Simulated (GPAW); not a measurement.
**BaTiO3 (Pm-3m): G0W0 with GPAW, start to end**

How does a plane-wave GW calculation on BaTiO3 (Pm-3m) run from the first input to the gap?

Calculated with GPAW 26.7.0; PBE and many-body steps on it, plane waves.

**Experimental background.**

- Gap 3.2 eV: optical gap from first-derivative diffuse reflectance spectrum; UV-vis diffuse reflectance; powder (“Influence of Rapid Heat Treatment on the Photocatalytic Activity and Stability of Barium Titanates Against a Broad Range of Pollutants”, 2024, pmc:11596716).

- Gap 3.28 eV: optical gap from first-derivative diffuse reflectance spectrum; UV-vis diffuse reflectance; powder (commercial cubic reference powder, crystallite size 31.8 nm) (“Influence of Rapid Heat Treatment on the Photocatalytic Activity and Stability of Barium Titanates Against a Broad Range of Pollutants”, 2024, pmc:11596716).

Report form: the programs' logs are mostly left out.

**1. The starting structure**

Symmetry: Pm-3m, No. 221, cubic system. Conventional cell: a = 4.006 Å, b = 4.006 Å, c = 4.006 Å, α = 90.00°, β = 90.00°, γ = 90.00°. Nearest to Ba lie 12 O at 2.83 Å. Ti has 6 O at 2.00 Å nearest. Nearest to O lie 2 Ti at 2.00 Å and 4 Ba at 2.83 Å. Farther neighbours and most contacts between anions are not listed.

Structure file:

```cif
data_structure
_symmetry_space_group_name_H-M 'Pm-3m'
_symmetry_Int_Tables_number 221
_cell_length_a 4.0060
_cell_length_b 4.0060
_cell_length_c 4.0060
_cell_angle_alpha 90.000
_cell_angle_beta 90.000
_cell_angle_gamma 90.000
_cell_volume 64.29
loop_
_atom_site_label
_atom_site_type_symbol
_atom_site_symmetry_multiplicity
_atom_site_Wyckoff_symbol
_atom_site_fract_x
_atom_site_fract_y
_atom_site_fract_z
_atom_site_occupancy
Ba1 Ba 1 b 0.50000 0.50000 0.50000 1
Ti1 Ti 1 a 0.00000 0.00000 0.00000 1
O1 O 3 d 0.50000 0.00000 0.00000 1
```

The cell and positions come from the Crystallography Open Database and are kept as given unless a step says otherwise. Spin-orbit coupling is left out unless a step names it.

**2. Ground state**

This step: GPAW 26.7.0; DFT, PBE, plane waves, PAW.

The ground-state density comes first.

Input file run.py:

```python
import json
import numpy as np
from gpaw.mpi import world
from ase import Atoms
from gpaw import GPAW, PW, FermiDirac

atoms = Atoms(['Ba', 'Ti', 'O', 'O', 'O'],
    cell=[[4.0060000000, 0.0000000000, 0.0000000000],
      [0.0000000000, 4.0060000000, 0.0000000000],
      [0.0000000000, 0.0000000000, 4.0060000000]],
    scaled_positions=[[0.5000000000, 0.5000000000, 0.5000000000],
      [0.0000000000, 0.0000000000, 0.0000000000],
      [0.5000000000, 0.0000000000, 0.0000000000],
      [0.0000000000, 0.5000000000, 0.0000000000],
      [0.0000000000, 0.0000000000, 0.5000000000]],
    pbc=(True, True, True))
calc = GPAW(mode=PW(600),
    xc='PBE',
    kpts={'size': (6, 6, 6), 'gamma': True},
    occupations=FermiDirac(0.001),
    nbands=-8,
    convergence={'density': 1e-6, 'bands': -3},
    maxiter=100,
    txt='gs.txt')
atoms.calc = calc
res = {'energy': atoms.get_potential_energy()}
kpts = calc.get_ibz_k_points()
res['kpts'] = kpts
res['eigenvalues'] = [calc.get_eigenvalues(kpt=k) for k in range(len(kpts))]
res['n_electrons'] = calc.get_number_of_electrons()
calc.write('gs.gpw')

if world.rank == 0:
    with open('result.json', 'w') as f:
        json.dump(res, f, default=lambda x: x.tolist())
```

Run with:

```
$ mpirun -n 4 gpaw python run.py
```

Wall time 6.9 s (4 MPI ranks of AMD EPYC 9R45, shared host); peak memory 0.77 GiB.

This step gave:

```yaml
total_energy: -39.23 eV
gap: 1.781 eV
k_of_the_valence_top: 0.5, 0.5, 0.5
k_of_the_conduction_bottom: 0, 0, 0
least_direct_gap: 1.918 eV
```

The gap is indirect, with the least direct gap 0.14 eV higher.

**3. Bands along the symmetry lines**

Levels along a band path, at the cheap level, show where the edges lie and whether the meshes to come will hold them.

Input file run.py:

```python
import json
import numpy as np
from gpaw.mpi import world
from gpaw import GPAW

path = [[0.000000, 0.000000, 0.000000],
    [0.000000, 0.062500, 0.000000],
    [0.000000, 0.125000, 0.000000],
    [0.000000, 0.187500, 0.000000],
    [0.000000, 0.250000, 0.000000],
    [0.000000, 0.312500, 0.000000],
    [0.000000, 0.375000, 0.000000],
    [0.000000, 0.437500, 0.000000],
    [0.000000, 0.500000, 0.000000],
    [0.062500, 0.500000, 0.000000],
    [0.125000, 0.500000, 0.000000],
    [0.187500, 0.500000, 0.000000],
    [0.250000, 0.500000, 0.000000],
    [0.312500, 0.500000, 0.000000],
    [0.375000, 0.500000, 0.000000],
    [0.437500, 0.500000, 0.000000],
    [0.500000, 0.500000, 0.000000],
    [0.437500, 0.437500, 0.000000],
    [0.375000, 0.375000, 0.000000],
    [0.312500, 0.312500, 0.000000],
    [0.250000, 0.250000, 0.000000],
    [0.187500, 0.187500, 0.000000],
    [0.125000, 0.125000, 0.000000],
    [0.062500, 0.062500, 0.000000],
    [0.000000, 0.000000, 0.000000],
    [0.062500, 0.062500, 0.062500],
    [0.125000, 0.125000, 0.125000],
    [0.187500, 0.187500, 0.187500],
    [0.250000, 0.250000, 0.250000],
    [0.312500, 0.312500, 0.312500],
    [0.375000, 0.375000, 0.375000],
    [0.437500, 0.437500, 0.437500],
    [0.500000, 0.500000, 0.500000],
    [0.437500, 0.500000, 0.437500],
    [0.375000, 0.500000, 0.375000],
    [0.312500, 0.500000, 0.312500],
    [0.250000, 0.500000, 0.250000],
    [0.187500, 0.500000, 0.187500],
    [0.125000, 0.500000, 0.125000],
    [0.062500, 0.500000, 0.062500],
    [0.000000, 0.500000, 0.000000],
    [0.500000, 0.500000, 0.500000],
    [0.500000, 0.500000, 0.437500],
    [0.500000, 0.500000, 0.375000],
    [0.500000, 0.500000, 0.312500],
    [0.500000, 0.500000, 0.250000],
    [0.500000, 0.500000, 0.187500],
    [0.500000, 0.500000, 0.125000],
    [0.500000, 0.500000, 0.062500],
    [0.500000, 0.500000, 0.000000]]
calc = GPAW('gs.gpw').fixed_density(kpts=path,
    symmetry='off',
    nbands=30,
    convergence={'bands': 26},
    txt='bands.txt')
res = {}
kpts = calc.get_ibz_k_points()
res['kpts'] = kpts
res['eigenvalues'] = [calc.get_eigenvalues(kpt=k) for k in range(len(kpts))]
res['n_electrons'] = calc.get_number_of_electrons()

if world.rank == 0:
    with open('result.json', 'w') as f:
        json.dump(res, f, default=lambda x: x.tolist())
```

Run with:

```
$ mpirun -n 4 gpaw python run.py
```

It took 8.4 s on 4 MPI ranks; peak memory 0.87 GiB.

Numbers from this step:

- gap: 1.781 eV
- k of the valence top: 0.5, 0.5, 0.5
- k of the conduction bottom: 0, 0, 0
- least direct gap: 1.918 eV

The gap is 1.781 eV, as in the run before at this level.

Electronic bands along the path, in eV, zero at the top of the highest filled band:

```csv
point,band 17,band 18,band 19,band 20,band 21,band 22,band 23,band 24
Γ,-1.09,-0.14,-0.14,-0.14,1.78,1.78,1.78,3.93
halfway,-1.53,-1.23,-0.46,-0.46,1.86,2.74,2.74,3.93
X,-1.81,-1.81,-0.70,-0.70,1.93,3.51,3.51,3.93
halfway,-1.37,-1.28,-1.11,-0.50,2.79,3.52,3.64,4.60
M,-1.71,-0.86,-0.86,-0.08,3.52,3.52,3.94,4.78
halfway,-1.49,-1.00,-0.94,-0.48,2.70,2.83,3.08,4.49
Γ,-1.09,-0.14,-0.14,-0.14,1.78,1.78,1.78,3.93
halfway,-2.33,-0.71,-0.71,-0.58,3.18,3.19,3.19,5.91
R,-2.39,0.00,0.00,0.00,4.18,4.18,4.18,6.75
halfway,-2.15,-0.90,-0.60,-0.49,3.29,3.72,3.74,5.87
X,-1.81,-1.81,-0.70,-0.70,1.93,3.51,3.51,3.93
jump to R,-2.39,0.00,0.00,0.00,4.18,4.18,4.18,6.75
halfway,-2.46,-0.52,-0.52,-0.04,3.83,3.83,4.06,6.20
M,-1.71,-0.86,-0.86,-0.08,3.52,3.52,3.94,4.78
```

**4. Empty states on the mesh, 4×4×4 mesh, 965 bands**

The sums over transitions need many empty states on a uniform mesh; this step solves for them.

Input file run.py:

```python
import json
import numpy as np
from gpaw.mpi import world
from gpaw import GPAW

calc = GPAW('gs.gpw').fixed_density(kpts={'size': (4, 4, 4), 'gamma': True},
    parallel={'domain': 1, 'band': 1},
    txt='nscf.txt')
calc.diagonalize_full_hamiltonian(nbands=965)
calc.write('full.gpw', mode='all')
res = {}
kpts = calc.get_ibz_k_points()
res['kpts'] = kpts
res['eigenvalues'] = [calc.get_eigenvalues(kpt=k) for k in range(len(kpts))]
res['n_electrons'] = calc.get_number_of_electrons()

if world.rank == 0:
    with open('result.json', 'w') as f:
        json.dump(res, f, default=lambda x: x.tolist())
```

Run with:

```
$ mpirun -n 4 gpaw python run.py
```

It took 21 s on 4 MPI ranks; peak memory 2.4 GiB; 83 s of CPU time.

This step gave:

```
gap                                                           : 1.781 eV
k of the valence top                                          : 0.5, 0.5, 0.5
k of the conduction bottom                                    : 0, 0, 0
least direct gap                                              : 1.918 eV
k points computed                                             : 10
lowest point of the top converged band, above the valence top : 330.1714 eV
```

On this mesh the gap is 1.781 eV.

**5. Screening and self-energy, 4×4×4 mesh, 444 bands, screening to 210 eV**

G0W0 replaces the xc potential by the self-energy, built once from these orbitals. Only a window of levels is corrected, while the sums run over the empty bands that the input names.

This step: G0W0 on PBE, plane waves, PAW.

Input file run.py:

```python
import json
import numpy as np
from gpaw.mpi import world
from gpaw.response.g0w0 import G0W0

gw = G0W0('full.gpw',
    filename='gw',
    kpts=[0, 9],
    bands=(18, 22),
    ecut=210,
    nbands=444,
    integrate_gamma='WS',
    ppa=True)
gw.calculate()
res = {mode: {k: v for k, v in r.items() if k != 'sigma_eskwn'}
       for mode, r in gw.all_results.items()}

if world.rank == 0:
    with open('result.json', 'w') as f:
        json.dump(res, f, default=lambda x: x.tolist())
```

Run with:

```
$ mpirun -n 4 gpaw python run.py
```

Elapsed: 5.6 min, on 4 MPI ranks; peak memory 2.3 GiB; 22 min of CPU time.

Numbers from this step:

* G0W0 gap on the points computed: 3.580 eV
* least direct G0W0 gap on the computed points: 3.717 eV
* Z at the valence top: 0.7491
* Z at the conduction bottom: 0.7650
* starting gap on the mesh: 1.781 eV
* k of the valence top: 0.5, 0.5, 0.5
* k of the conduction bottom: 0, 0, 0

The gap on the mesh goes from 1.78 eV to 3.58 eV, a correction of +1.80 eV.

Limits: finite bands, cutoff and mesh; no spin-orbit coupling; coarse k mesh. v1 is the top filled band, c1 the lowest empty one. Levels before and after the correction, in eV, zero at the valence-band top of each column:

```csv
,conduction bottom,valence top
Kohn-Sham,1.78,0.00
G0W0,3.58,0.00
```

```csv
,level,energy (eV)
Kohn-Sham,Γ v2-v1,-0.137
Kohn-Sham,Γ c1-c2,1.781
Kohn-Sham,(0.5 0.5 0.5) v2-v1,0.000
Kohn-Sham,(0.5 0.5 0.5) c1-c2,4.183
G0W0,Γ v2-v1,-0.138
G0W0,Γ c1-c2,3.580
G0W0,(0.5 0.5 0.5) v2-v1,0.000
G0W0,(0.5 0.5 0.5) c1-c2,6.165
```

**6. Where the time went**

Times are wall times on 4 MPI ranks of AMD EPYC 9R45, shared host, good to a factor of about two.

```csv
step,time,share,memory (GiB)
ground state,6.9 s,2 %,0.77
bands along the symmetry lines,8.4 s,2 %,0.87
empty states on the mesh,21 s,6 %,2.4
screening and self-energy,5.6 min,90 %,2.3
```

**7. What came out**

- PBE gap: 1.78 eV, indirect
- G0W0 gap on the mesh: 3.58 eV
- GW settings: 4×4×4 mesh, 444 bands, screening to 210 eV, Godby-Needs plasmon pole
- known limits: not at the basis limit; no spin-orbit coupling; coarse k mesh

In words: G0W0 moves the gap on the mesh from 1.78 eV to 3.58 eV (+1.80 eV), with Z of 0.75 and 0.77 at the edges. Only 2 of the mesh's irreducible points were corrected, so a valley elsewhere could overtake. The dearest step here is «screening and self-energy». Against experiment, by G0W0@PBE: the gap of 3.58 eV lies +0.38 eV from the measured 3.2 eV (optical, 2024); the gap of 3.58 eV lies +0.30 eV from the measured 3.28 eV (optical, 2024). An exciton line or allowed optical edge lies below the quasiparticle gap by the binding energy; a forbidden edge can push the onset above it. The calculation has static nuclei and no excitons; a measured gap holds zero-point and thermal motion, which mostly lowers it. Bands and cutoff are finite, so the gap is not at the basis limit. The miss can reach some tenths of an eV and take either sign; the mesh is an error of its own. These stock PAW sets were not made for GW. In the G0W0 run levels were corrected at 2 k points alone, so a gap called «on the mesh» is the least over those, and an edge elsewhere would be missed. The 4×4×4 mesh is coarse for this cell, which bears on the long-range parts of exchange and screening. This is the ideal cubic cell; many perovskites, halides above all, are cubic only on average, and local tilts or off-centring can widen the gap. The many-body steps are scalar-relativistic: spin-orbit coupling is not in them.

[Paths, hosts, dates, memory and timing lines, banners, echoed tables and standing remarks are left out of the program output.]

[Logs are printed without paths, hosts, clocks, repeated set-up lines and the standing remarks that a program may print on its own settings, such as how far it seeks lower states.]

[Runs of the session that timed out or met a known fault of the program may be left out.]

[Hosts, paths, dates, database ids (printed as entryN), source tags and the programs' standing remarks are cut or masked in the printed files.]
